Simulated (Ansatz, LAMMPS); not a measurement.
# Relaxing a frame of liquid dimethyl carbonate from 320 K (84 atoms)

Wanted: the relaxed structure of a frame of liquid dimethyl carbonate from 320 K (84 atoms) and its electronic structure.

Calculated with Ansatz 0.2.0; Kohn-Sham DFT, PBEsol, PAW (set soft_2), plane waves.

### Step 1. Starting point

The cell holds 84 atoms: 21 C, 21 O and 42 H. Cell: a = 9.928 Å, b = 9.928 Å, c = 9.928 Å, α = 90.0°, β = 90.0°, γ = 90.0°. 7 dimethyl carbonate placed at random, at 1.07 g/cm³; overlaps pushed apart, then 10 ps at 470 K with MMFF94 bonds, angles, torsions, charges and radii (Halgren, J. Comput. Chem. 17, 490 (1996)) in harmonic and 12-6 forms. Snapshot after 20 ps at 320 K and fixed volume.

Limits known from the start: The network of contacts between molecules at the start is that of the classical potential that made the cell. The functional has no dispersion term, which matters for the binding between molecules or layers. The density was typed from a rule of thumb and may lie off the real one at this temperature. The Brillouin zone is sampled at Γ only, in a cell whose shortest periodic width is 10 Å.

### Step 2. Single point at the start

The forces at the start show how far the geometry lies from a minimum of this functional.

Contents of input.yaml:

```yaml
crystal:
  lattice:
    - [9.92798, 0.0, 0.0]
    - [0.0, 9.92798, 0.0]
    - [0.0, 0.0, 9.92798]
  atoms:
    - { symbol: C, position: [0.90905, 0.24875, 0.36615] }
    - { symbol: O, position: [0.97162, 0.34443, 0.4543] }
    - { symbol: C, position: [0.06177, 0.42687, 0.39226] }
    - { symbol: O, position: [0.1106, 0.40789, 0.28273] }
    [... 74 atom lines left out ...]
    - { symbol: H, position: [0.28417, 0.7696, 0.2566] }
    - { symbol: H, position: [0.23207, 0.88461, 0.11876] }
    - { symbol: H, position: [0.18082, 0.89298, 0.28516] }
    - { symbol: H, position: [0.8863, 0.41125, 0.01108] }
    - { symbol: H, position: [0.94409, 0.54177, 0.90196] }
    - { symbol: H, position: [0.06348, 0.43608, 0.9633] }
kpoints:
  mp_grid: { grid: [1, 1, 1] }
hamiltonian:
  xc: pbesol
scf:
  occupations: { method: fermi_dirac, width: 0.025 }
output:
  forces: true
  stress: true
  populations: true
  dos:
    method: { smearing: { sigma: 0.1 } }
    de: 0.1
    projected: { site_lists: { C: [C], H: [H], O: [O] } }
  eigenvalues: true
```

The run is started by

```sh
$ ansatz run input.yaml --threads 4 --pin off --max-ram 8192MiB --backend cpu --events-out ev --progress --plain --runs-dir out
```

It took 8 s on 4 threads of Arm Neoverse V1, shared host; peak memory 0.97 GiB; 29 s of CPU time.

The run gave:

| Item | Value |
| --- | --- |
| free energy | -17605.6040 eV |
| free energy per atom | -209.5905 eV/atom |
| SCF cycles | 10 |
| pressure | 0.5722 GPa |
| r.m.s. force component | 0.9506 eV/Å |
| longest force | 3.904 eV/Å |
| Fermi energy | 0.7275 eV |
| gap (highest filled to lowest empty level) | 5.09 eV |
| spilling of the projection | 0.01362 |

The r.m.s. force component of 0.95 eV/Å and the pressure of 0.57 GPa set the starting point.

Neighbours are counted within 1.34 Å (H-C), 1.73 Å (C-O).

Length of the force by element and coordination:

| element | coordination | atoms | mean length of the force (eV/Å) | spread | least | most |
| --- | --- | --- | --- | --- | --- | --- |
| C | all | 21 | 1.99 | 0.796 | 0.787 | 3.74 |
| C | 3 | 7 | 2.55 | 0.748 | 1.50 | 3.74 |
| C | 4 | 14 | 1.72 | 0.663 | 0.787 | 3.08 |
| H | all | 42 | 1.00 | 0.531 | 0.175 | 2.81 |
| O | all | 21 | 1.73 | 0.822 | 0.637 | 3.90 |
| O | 1 | 7 | 1.90 | 0.977 | 0.637 | 3.90 |
| O | 2 | 14 | 1.64 | 0.717 | 0.667 | 3.16 |

### Step 3. Relaxation

With the cell held, the atoms are moved downhill towards a nearby minimum.

input.yaml, the sections that differ from step 2:

```yaml
output:
  forces: true
relax:
  f_tol: 0.05
  max_steps: 200
# crystal, kpoints, hamiltonian, scf: as in step 2
```

It took 2.8 min on 4 threads; peak memory 0.97 GiB; 10 min of CPU time.

Relaxation path (22 of 42):

| step | energy less that of the first step (eV) | largest force component (eV/Å) |
| --- | --- | --- |
| 1 | 0.0000 | 3.2966 |
| 3 | -3.3093 | 0.8734 |
| 5 | -3.7023 | 0.2453 |
| 7 | -3.7839 | 0.3862 |
| 9 | -3.8350 | 0.2399 |
| 11 | -3.8636 | 0.2684 |
| 13 | -3.8906 | 0.1584 |
| 15 | -3.9189 | 0.3384 |
| 17 | -3.9430 | 0.3564 |
| 19 | -3.9676 | 0.2445 |
| 21 | -3.9839 | 0.1299 |
| 22 | -3.9912 | 0.1512 |
| 24 | -4.0005 | 0.1610 |
| 26 | -4.0068 | 0.0155 |
| 28 | -4.0136 | 0.1664 |
| 30 | -4.0225 | 0.0266 |
| 32 | -4.0284 | 0.1935 |
| 34 | -4.0315 | 0.1516 |
| 36 | -4.0436 | 0.0537 |
| 38 | -4.0545 | 0.1963 |
| 40 | -4.0605 | 0.0962 |
| 42 | -4.0649 | 0.0407 |

Relaxation step 34 was tried and not accepted.

The atoms that moved most (Å):

| atom | dx | dy | dz | length |
| --- | --- | --- | --- | --- |
| H32 | 0.647 | 1.505 | -1.567 | 2.267 |
| H55 | -1.973 | 0.554 | 0.472 | 2.103 |
| H33 | 0.785 | 1.708 | -0.385 | 1.918 |
| H8 | 1.564 | -0.555 | -0.287 | 1.684 |
| H56 | -1.624 | 0.094 | -0.358 | 1.666 |
| C49 | -1.490 | 0.389 | -0.008 | 1.540 |
| C25 | 0.457 | 1.113 | -0.799 | 1.444 |
| H57 | -1.411 | 0.113 | -0.234 | 1.435 |

The relaxation changed the energy by -48.4 meV/atom, and atoms moved by 0.97 Å r.m.s., 2.3 Å at most.

### Step 4. Local order after relaxation

Bonds before and after, by the cutoffs listed below:

| pair | bonds before | bonds after | mean before (Å) | mean after (Å) | spread before (Å) | spread after (Å) |
| --- | --- | --- | --- | --- | --- | --- |
| H-C | 42 | 42 | 1.091 | 1.099 | 0.027 | 0.002 |
| C-O | 35 | 35 | 1.354 | 1.351 | 0.069 | 0.081 |

Density 1.07 g/cm³, 11.65 Å³ an atom.

Pair distribution functions g(r), in bins of 0.2 Å:

| r (Å) | total | H-H | H-C | H-O | C-C | C-O | O-O |
| --- | --- | --- | --- | --- | --- | --- | --- |
| 1.00 | 2.38 | 0.00 | 9.55 | 0.00 | 0.00 | 0.00 | 0.00 |
| 1.20 | 2.00 | 0.00 | 5.95 | 0.00 | 0.00 | 4.12 | 0.00 |
| 1.40 | 1.64 | 0.00 | 0.00 | 0.00 | 0.00 | 13.15 | 0.00 |
| 1.60 | 0.00 | 0.00 | 0.00 | 0.00 | 0.00 | 0.00 | 0.00 |
| 1.80 | 1.42 | 5.67 | 0.00 | 0.00 | 0.00 | 0.00 | 0.00 |
| 2.00 | 1.09 | 0.00 | 0.00 | 4.38 | 0.00 | 0.00 | 0.00 |
| 2.20 | 0.50 | 0.00 | 0.00 | 0.17 | 0.00 | 0.00 | 7.39 |
| 2.40 | 0.53 | 0.22 | 0.14 | 0.62 | 4.58 | 0.00 | 0.00 |
| 2.60 | 1.20 | 0.90 | 1.52 | 1.50 | 0.00 | 1.73 | 0.00 |
| 2.80 | 0.57 | 0.85 | 0.11 | 1.31 | 0.00 | 0.00 | 0.00 |
| 3.00 | 0.53 | 1.12 | 0.63 | 0.39 | 0.00 | 0.00 | 0.00 |
| 3.20 | 0.85 | 0.90 | 1.71 | 0.69 | 0.00 | 0.09 | 0.18 |
| 3.40 | 0.83 | 0.57 | 1.04 | 0.41 | 0.15 | 2.39 | 0.31 |
| 3.60 | 0.76 | 0.54 | 1.10 | 0.74 | 0.67 | 0.68 | 0.54 |
| 3.80 | 1.26 | 0.89 | 1.19 | 2.04 | 0.72 | 0.98 | 0.99 |
| 4.00 | 1.07 | 1.14 | 0.77 | 1.33 | 1.65 | 0.78 | 0.99 |
| 4.20 | 1.09 | 1.12 | 0.71 | 1.38 | 1.80 | 1.00 | 0.90 |
| 4.40 | 0.96 | 0.92 | 0.73 | 1.02 | 1.90 | 0.77 | 1.19 |
| 4.60 | 1.12 | 0.96 | 1.33 | 0.98 | 1.56 | 0.92 | 1.43 |
| 4.80 | 1.22 | 1.28 | 1.57 | 1.11 | 0.78 | 1.04 | 0.84 |

Bonds by pair of elements; cutoffs follow the first minimum of g(r), held within bounds set by covalent radii, and pairs that aren't listed don't count as bonded:

| pair A-B | cutoff (Å) | bonds | mean length (Å) | spread (Å) | shortest (Å) | B about A | A about B |
| --- | --- | --- | --- | --- | --- | --- | --- |
| H-C | 1.34 | 42 | 1.10 | 0.002 | 1.10 | 1 | 2 |
| C-O | 1.73 | 35 | 1.35 | 0.081 | 1.21 | 1.67 | 1.67 |

How many atoms have how many bonded neighbours:

| element | mean | 1 | 2 | 3 | 4 |
| --- | --- | --- | --- | --- | --- |
| C | 3.67 | 0 | 0 | 7 | 14 |
| H | 1 | 42 | 0 | 0 | 0 |
| O | 1.67 | 7 | 14 | 0 | 0 |

Bond angles (no mean is given where the spread exceeds 20°):

| angle | count | mean (°) | spread (°) |
| --- | --- | --- | --- |
| H-C-H | 42 | 110 | 0.6 |
| H-C-O | 42 | 109 | 2.3 |
| O-C-O | 21 | 120 | 8.7 |
| C-O-C | 14 | 115 | 0.4 |

Bond length by coordination (bonds to H left out):

| element | coordination | atoms | mean bond length (Å) |
| --- | --- | --- | --- |
| C | 3 | 7 | 1.30 |
| C | 4 | 14 | 1.43 |
| O | 1 | 7 | 1.22 |
| O | 2 | 14 | 1.39 |

By these cutoffs 67 % of C atoms have 4, all H atoms have 1 and 67 % of O atoms have 2 bonded neighbours. The H-C-H angle averages 110° with a spread of 0.6°. Bonds at O atoms with 1 neighbour average 1.22 Å, against 1.39 Å at those with 2.

### Step 5. Single point at the relaxed geometry

One more single point at the end of the walk gives the fuller output and checks the residual forces.

Contents of input.yaml:

```yaml
crystal:
  lattice:
    - [9.92798, 0.0, 0.0]
    - [0.0, 9.92798, 0.0]
    - [0.0, 0.0, 9.92798]
  atoms:
    - { symbol: C, position: [0.98785, 0.21507, 0.3334] }
    - { symbol: O, position: [0.99203, 0.32012, 0.43196] }
    - { symbol: C, position: [0.10926, 0.38565, 0.44091] }
    - { symbol: O, position: [0.20578, 0.3727, 0.36664] }
    [... 74 atom lines left out ...]
    - { symbol: H, position: [0.25051, 0.78592, 0.19867] }
    - { symbol: H, position: [0.13528, 0.88482, 0.09996] }
    - { symbol: H, position: [0.12724, 0.88964, 0.28157] }
    - { symbol: H, position: [0.87545, 0.36498, 0.05685] }
    - { symbol: H, position: [0.93492, 0.47217, 0.9238] }
    - { symbol: H, position: [0.05324, 0.37555, 0.02236] }
kpoints:
  mp_grid: { grid: [1, 1, 1] }
hamiltonian:
  xc: pbesol
scf:
  occupations: { method: fermi_dirac, width: 0.025 }
output:
  forces: true
  stress: true
  populations: intrinsic
  dos:
    method: { smearing: { sigma: 0.15 } }
    de: 0.1
    projected: { site_lists: { C: [C], H: [H], O: [O] } }
  eigenvalues: true
  write_density: true
  write_potential: true
  volumetric_format: npy
```

Elapsed: 8.1 s, on 4 threads; peak memory 0.98 GiB; 31 s of CPU time.

The program notes that the exchange-correlation potential is rough where the density is thin.

The run gave:

```
free energy                                      : -17609.6689 eV
free energy per atom                             : -209.6389 eV/atom
SCF cycles                                       : 9
pressure                                         : 0.01941 GPa
r.m.s. force component                           : 0.00928 eV/Å
longest force                                    : 0.05394 eV/Å
Fermi energy                                     : 0.8213 eV
gap (highest filled to lowest empty level) : 5.807 eV
```

Intrinsic-atomic-orbital charges by element and coordination:

| element | coordination | atoms | mean charge (e) | spread | least | most |
| --- | --- | --- | --- | --- | --- | --- |
| C | all | 21 | -0.0017 | 0.461 | -0.332 | 0.653 |
| C | 3 | 7 | 0.651 | 0.0021 | 0.648 | 0.653 |
| C | 4 | 14 | -0.328 | 0.0037 | -0.332 | -0.320 |
| H | all | 42 | 0.194 | 0.0106 | 0.177 | 0.215 |
| O | all | 21 | -0.386 | 0.0922 | -0.522 | -0.314 |
| O | 1 | 7 | -0.517 | 0.0059 | -0.522 | -0.506 |
| O | 2 | 14 | -0.321 | 0.0036 | -0.326 | -0.314 |

States in the cell by windows of 1 eV, zero at the Fermi level; the larger projections on atomic orbitals stand beside the total:

| from (eV) | to (eV) | total | O p | C p | H s | O s | C s |
| --- | --- | --- | --- | --- | --- | --- | --- |
| -14 | -13 | 12.1 | 2.1 | 0.8 | 3.5 | 0.5 | 5.0 |
| -13 | -12 | 1.9 | 0.3 | 0.1 | 0.5 | 0.1 | 0.8 |
| -12 | -11 | 0.0 | 0.0 | 0.0 | 0.0 | 0.0 | 0.0 |
| -11 | -10 | 13.9 | 3.3 | 3.4 | 3.0 | 1.6 | 2.4 |
| -10 | -9 | 14.8 | 6.6 | 5.4 | 1.3 | 1.0 | 0.3 |
| -9 | -8 | 26.8 | 13.9 | 7.8 | 1.7 | 2.6 | 0.3 |
| -8 | -7 | 17.1 | 5.4 | 7.5 | 3.5 | 0.3 | 0.1 |
| -7 | -6 | 26.0 | 10.5 | 10.0 | 4.1 | 1.0 | 0.2 |
| -6 | -5 | 22.1 | 5.3 | 10.4 | 5.5 | 0.6 | 0.0 |
| -5 | -4 | 19.4 | 8.7 | 5.2 | 3.9 | 1.1 | 0.1 |
| -4 | -3 | 34.2 | 27.9 | 2.5 | 3.3 | 0.0 | 0.1 |
| -3 | -2 | 7.7 | 7.2 | 0.3 | 0.2 | 0.0 | 0.0 |
| -2 | 2 | 0.0 | 0.0 | 0.0 | 0.0 | 0.0 | 0.0 |
| 2 | 3 | 1.6 | 0.0 | 0.2 | 0.6 | 0.1 | 0.3 |
| 3 | 4 | 21.2 | 5.9 | 9.0 | 1.8 | 0.6 | 0.9 |
| 4 | 5 | 15.4 | 0.7 | 3.4 | 3.4 | 0.8 | 1.7 |

Between -26 and -14 eV lie 56 more states.

The levels nearest the highest filled one (over half full), pooled over k-points and spins:

| level less the highest filled one (eV) | occupation |
| --- | --- |
| -0.130 | 2 |
| -0.114 | 2 |
| -0.113 | 2 |
| -0.0681 | 2 |
| -0.045 | 2 |
| 0 | 2 |
| 5.81 | 0 |
| 6.25 | 0 |
| 6.30 | 0 |
| 6.36 | 0 |
| 6.40 | 0 |
| 6.45 | 0 |

Mean intrinsic-atomic-orbital charges: C -0.00, H +0.19, O -0.39 e. The largest share in the top eV of filled states is O p (84 % of the projected weight), and in the lowest eV of empty states C p (48 % of the projected weight).

### Step 6. Summary of results

| Property | Result |
| --- | --- |
| energy change in the relaxation | -48.39 meV/atom |
| r.m.s. displacement | 0.971 Å |
| largest displacement | 2.267 Å |
| free energy per atom | -209.6389 eV/atom |
| pressure | 0.01941 GPa |
| r.m.s. force component | 0.00928 eV/Å |
| gap (highest filled to lowest empty level) | 5.807 eV |
| wall time of the 3 DFT runs | 3 min |

Relaxation lowers the energy by 48.4 meV/atom and moves atoms by 0.97 Å r.m.s.; the r.m.s. force component goes from 0.95 to 0.0093 eV/Å, the pressure goes from 0.57 to 0.019 GPa, and the gap from 5.09 to 5.81 eV. By the final cutoffs no bond was broken or made. First to last step the energy falls by 4.065 eV; the largest move, 2.27 Å, is that of H32. The H-C bonds change most in mean length: from 1.091 Å (spread 0.027) to 1.099 Å (spread 0.002). With the cutoffs above, 67 % of C atoms have 4, all H atoms have 1 and 67 % of O atoms have 2 bonded neighbours. The highest filled and lowest empty levels differ by 5.81 eV (at Γ alone); a semilocal functional tends to put such gaps too low. In a disordered cell it changes from sample to sample and from frame to frame.

What to keep in mind: The network of contacts between molecules at the start is that of the classical potential that made the cell; in DFT atoms moved by 0.97 Å r.m.s.

[Logs are printed without paths, hosts, clocks, repeated set-up lines and the standing remarks that a program may print on its own settings, such as how far it seeks lower states.]

[Hosts, paths, dates, database ids (printed as entryN), source tags and the programs' standing remarks are cut or masked in the printed files.]

[The MMFF94 radii named for the starting cell were scaled by 0.96; in molecules described by MMFF94, hydrogen bound to N, O or S took a small fixed 12-6 site in their place.]
